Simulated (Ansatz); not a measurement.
# BaZrO3 (Pm-3m): zone-centre modes under pressure, part 3 of 3

Aim: how do the optical modes of BaZrO3 (Pm-3m) move with volume?

Ansatz 0.2.0; DFT PBE, scalar-relativistic, plane waves, PAW; PAW set soft_1.

So far, mean static dielectric tensor (ions relaxed, fixed cell): step 4 (modes at rest) 79.4; step 6 (volume ratio 1.06) 407.

## Step 7: Ground state of a member: 0.9 times the volume at rest

The cell is set to 0.9 times the volume at rest; symmetry leaves nothing else free, so this is a single point.

input.yaml reads:

```yaml
crystal:
  lattice:
    - [4.0813221682, 0.0, 0.0]
    - [0.0, 4.0813221682, 0.0]
    - [0.0, 0.0, 4.0813221682]
  atoms:
    - { symbol: O, position: [0.0, 0.5, 0.5] }
    - { symbol: O, position: [0.5, 0.0, 0.5] }
    - { symbol: O, position: [0.5, 0.5, 0.0] }
    - { symbol: Zr, position: [0.5, 0.5, 0.5] }
    - { symbol: Ba, position: [0.0, 0.0, 0.0] }
kpoints:
  mp_grid: { grid: [8, 8, 8] }
hamiltonian:
  xc: pbe
  pseudopotentials: { kind: paw, azcp: { folder: soft_1 } }
scf:
  occupations: { method: fixed }
output:
  forces: true
  stress: true
  eigenvalues: true
```

Command:

```console
ansatz run input.yaml --threads 4 --pin off --max-ram 16384MiB --backend cpu --events-out ev --progress --plain --runs-dir out
```

Numbers of over 12 decimals in the logs are rounded to 6 here.

The log of the run:

```text
[...]
Crystal: 5 atoms, lattice volume = 67.983 Å³
Basis set: ecut = 420 eV, 1357 PW (Γ), exchange–correlation on 60×60×60 points (8 copies of the dense FFT grid, shifted against one another)
Bands: 25, of which v1, the nominal top of the filled ones, is band 20 counted from 1 (19 counted from 0)
Symmetry: 48 space group operations
[...]
k-points: 35 of 512
[...]
k-point 0: bands = [... 16 lower, 9.7742, 10.8253, 10.8253, 10.8253, 14.3197, 14.3197, 14.3197, 15.7598, ... 1 higher]
  k-point 1: bands = [... 16 lower, 9.6511, 10.3452, 10.7762, 10.7762, 14.3734, 14.7161, 14.7161, 16.0311, ... 1 higher]
  k-point 2: bands = [... 16 lower, 9.3812, 9.6226, 10.6973, 10.6973, 14.5134, 15.6549, 15.6549, 16.6958, ... 1 higher]
  k-point 34: bands = [... 16 lower, 8.3976, 10.8954, 10.8954, 10.8954, 17.3055, 17.3055, 17.3056, 18.6022, ... 1 higher]
[key lines of the parts left out:]
SCF converged after 8 iterations
Free energy (F): -11844.466227 eV
Fermi energy:    10.895352 eV
P = ⅓ Tr σ = 19.8821 GPa (198.821 kbar)
```

Wall time 0.98 s (4 threads of Arm Neoverse V2, shared host); peak memory 0.39 GiB.

This step gave:

```yaml
pressure: 19.88 GPa
gap_on_the_k_mesh: 3.424 eV
volume_per_atom: 13.60 Å³
```

The forces vanish by symmetry, at a pressure of 19.88 GPa.

## Step 8: Zone-centre modes of the member: 0.9 times the volume at rest

The zone-centre modes follow for 0.9 times the volume at rest, with the response to a field.

input.yaml, as its differences from that of step 7:

```diff
@@ -19,4 +19,6 @@
 output:
-  forces: true
-  stress: true
   eigenvalues: true
+phonons:
+  method: dfpt
+  dielectric: true
+  rigid_motions: translations
```

The log of the run:

```text
[...]
Crystal: 5 atoms, lattice volume = 67.983 Å³
Basis set: ecut = 420 eV, 1357 PW (Γ), exchange–correlation on 60×60×60 points (8 copies of the dense FFT grid, shifted against one another)
Bands: 25, of which v1, the nominal top of the filled ones, is band 20 counted from 1 (19 counted from 0)
Symmetry: 48 space group operations
k-points: 170 of 512 (irreducible under 2 space group operations, time reversal used)
[...]
optical modes at Γ + LO–TO along q̂ = [1.0000, 0.0000, 0.0000]:
      ω (cm⁻¹)  modes    IR ((D/Å)²/amu)
[...]
optical modes at Γ + LO–TO along q̂ = [0.0000, 1.0000, 0.0000]:
      ω (cm⁻¹)  modes    IR ((D/Å)²/amu)
[...]
optical modes at Γ + LO–TO along q̂ = [0.0000, 0.0000, 1.0000]:
      ω (cm⁻¹)  modes    IR ((D/Å)²/amu)
[...]
181.91      2            28.4819
        365.69      1             8.1362
        610.23      2            54.1213
        791.06      1            48.0364
[key lines of the parts left out:]
SCF converged after 9 iterations
Free energy (F): -11844.466227 eV
Fermi energy:    10.895346 eV
```

Elapsed: 50 s, on 4 threads; peak memory 1.4 GiB; 3.1 min of CPU time.

This step gave:

| Quantity | Value |
| --- | --- |
| sum-rule residual before enforcement | 3.90e-4 eV/Å² |
| miss of the charge sum rule | 2.51e-6 e |
| highest optical mode at the zone centre (no LO-TO term) | 610.2 cm⁻¹ |
| lowest optical zone-centre mode | 128.0 cm⁻¹ |
| mean high-frequency dielectric constant | 4.873 |
| largest Born charge (third of the trace) | 6.122 e |
| mean static dielectric constant | 49.25 |
| top of the zone-centre spectrum with the field | 791.1 cm⁻¹ |

Without the LO-TO term. Patterns of degenerate modes are one choice out of their space. The modes at Γ (shares of kinetic energy by element, %):

| mode | frequency (cm⁻¹) | symmetry | O % | Zr % | Ba % |
| --- | --- | --- | --- | --- | --- |
| 1 | 0.0 | acoustic | 17 | 33 | 50 |
| 2 | 0.0 | acoustic | 17 | 33 | 50 |
| 3 | 0.0 | acoustic | 17 | 33 | 50 |
| 4 | 128.0 | T1u | 56 | 6 | 38 |
| 5 | 128.0 | T1u | 56 | 6 | 38 |
| 6 | 128.0 | T1u | 56 | 6 | 38 |
| 7 | 157.7 | T2u | 100 | 0 | 0 |
| 8 | 157.7 | T2u | 100 | 0 | 0 |
| 9 | 157.7 | T2u | 100 | 0 | 0 |
| 10 | 181.9 | T1u | 32 | 56 | 12 |
| 11 | 181.9 | T1u | 32 | 56 | 12 |
| 12 | 181.9 | T1u | 32 | 56 | 12 |
| 13 | 610.2 | T1u | 95 | 5 | 0 |
| 14 | 610.2 | T1u | 95 | 5 | 0 |
| 15 | 610.2 | T1u | 95 | 5 | 0 |

Transverse modes. Infrared lines, with heights relative to the strongest:

| position (cm⁻¹) | label | relative intensity |
| --- | --- | --- |
| 128 | T1u | 55 |
| 158 | T2u | 0.0 |
| 182 | T1u | 53 |
| 610 | T1u | 100 |

Without the LO-TO term the lowest optical mode is real, 128 cm⁻¹, and the highest lies at 610.2 cm⁻¹.

Between step 4 and this run (volume ratio 0.9) the value for the mean static dielectric tensor (ions relaxed, fixed cell) moves from 79.4 to 49.3 (-38 %).

## Step 9: The series together

The members are set side by side, also those not shown above.

Each row is one cell with its response, relaxed at fixed volume as far as symmetry leaves anything free; energies are extrapolated to zero smearing, and E0 is that at rest; shape and atoms are relaxed in each cell where symmetry leaves them free. State of the crystal along the series:

| volume ratio | V (Å³/atom) | pressure (GPa) | E - E0 (meV/atom) | gap on mesh (eV) | ε∞ | ε0 | largest Born charge in size, a third of the trace (e) | top mode with the field, highest of q along x, y and z (cm⁻¹) |
| --- | --- | --- | --- | --- | --- | --- | --- | --- |
| 0.9 | 13.6 | 19.88 | 85.3 | 3.424 | 4.873 | 49.26 | 6.122 | 791.1 |
| 0.92 | 13.9 | 14.99 | 52.48 | 3.377 | 4.867 | 49.94 | 6.117 | 763.1 |
| 0.94 | 14.2 | 10.61 | 28.41 | 3.33 | 4.863 | 52.7 | 6.113 | 736.3 |
| 0.96 | 14.5 | 6.686 | 12.15 | 3.282 | 4.861 | 57.68 | 6.112 | 710.4 |
| 0.98 | 14.8 | 3.162 | 2.902 | 3.235 | 4.862 | 65.93 | 6.113 | 685.5 |
| 0.99 | 14.96 | 1.539 | 0.717 | 3.211 | 4.863 | 71.79 | 6.114 | 673.5 |
| 1 | 15.11 | 0.001571 | 0 | 3.187 | 4.864 | 79.45 | 6.115 | 661.6 |
| 1.02 | 15.41 | -2.835 | 2.707 | 3.138 | 4.869 | 104.3 | 6.119 | 638.5 |
| 1.04 | 15.71 | -5.38 | 10.51 | 3.091 | 4.876 | 160.7 | 6.124 | 616.4 |
| 1.06 | 16.01 | -7.664 | 22.84 | 3.042 | 4.884 | 407.3 | 6.131 | 595.1 |

Without the LO-TO term; each mode is tracked from rest by its pattern, and modes that stay within 0.3 cm⁻¹ of each other stand once; shape and atoms are relaxed in each cell where symmetry leaves them free. Optical modes along the series:

| V (Å³/atom) | mode 4 T1u (cm⁻¹) | mode 7 T1u (cm⁻¹) | mode 10 T2u (cm⁻¹) | mode 13 T1u (cm⁻¹) |
| --- | --- | --- | --- | --- |
| 13.6 | 128 | 181.9 | 157.7 | 610.2 |
| 13.9 | 121 | 187.7 | 166.4 | 579.4 |
| 14.2 | 113.3 | 190.7 | 173.3 | 549.8 |
| 14.5 | 105.3 | 190.7 | 178.9 | 521.7 |
| 14.8 | 96.79 | 187.5 | 183.5 | 495.1 |
| 14.96 | 92.36 | 184.6 | 185.5 | 482.6 |
| 15.11 | 87.73 | 180.8 | 187.3 | 470.4 |
| 15.41 | 77.4 | 170 | 190.3 | 447.8 |
| 15.71 | 64.44 | 154.5 | 192.7 | 427.5 |
| 16.01 | 43.18 | 134 | 194.6 | 409.8 |

From cubic fits (parabolas where under five rows exist) of ln ω and P against ln V through the rows within about 4 % of rest: γ = −d ln ω / d ln V and dω/dP = γ ω / B. Slopes at rest:

| mode | fitted frequency at rest (cm⁻¹) | Grüneisen parameter γ | dω/dP (cm⁻¹/GPa) |
| --- | --- | --- | --- |
| mode 4 T1u | 87.9 | 5.39 | 3.17 |
| mode 7 T1u | 180.8 | 2.38 | 2.89 |
| mode 10 T2u | 187.3 | -0.9 | -1.12 |
| mode 13 T1u | 470.5 | 2.52 | 7.92 |

## Step 10: Summary of results

| Quantity | Value |
| --- | --- |
| members | 10 |
| highest optical mode at the zone centre (no LO-TO term), at rest | 470.4 cm⁻¹ |
| bulk modulus at rest | 149 GPa |
| mode 4 T1u, γ | 5.39 |
| mode 7 T1u, γ | 2.38 |
| mode 10 T2u, γ | -0.90 |
| mode 13 T1u, γ | 2.52 |

The series spans -7.7 to 19.9 GPa, and the slope at rest gives a bulk modulus of 149 GPa. Among the modes in the table of slopes γ runs from -0.90 (mode 10 T2u) to 5.39 (mode 4 T1u). A negative γ means that the mode softens under pressure. ε∞ is 4.86 at rest, with d ln ε∞ / d ln V = 0.04. One k mesh and one cutoff serve the ground states and modes of all volumes; the field response picks its own mesh. These are harmonic frequencies at zero temperature: anharmonic shifts, linewidths and thermal expansion are left out. Spin-orbit coupling is left out, which can matter for the heavy elements here. Only the zone centre was solved, so an instability at another wavevector cannot show here.

[Logs are printed without paths, hosts, clocks, repeated set-up lines and the standing remarks that a program may print on its own settings, such as how far it seeks lower states.]

[Hosts, paths, dates, database ids (printed as entryN), source tags and the programs' standing remarks are cut or masked in the printed files.]
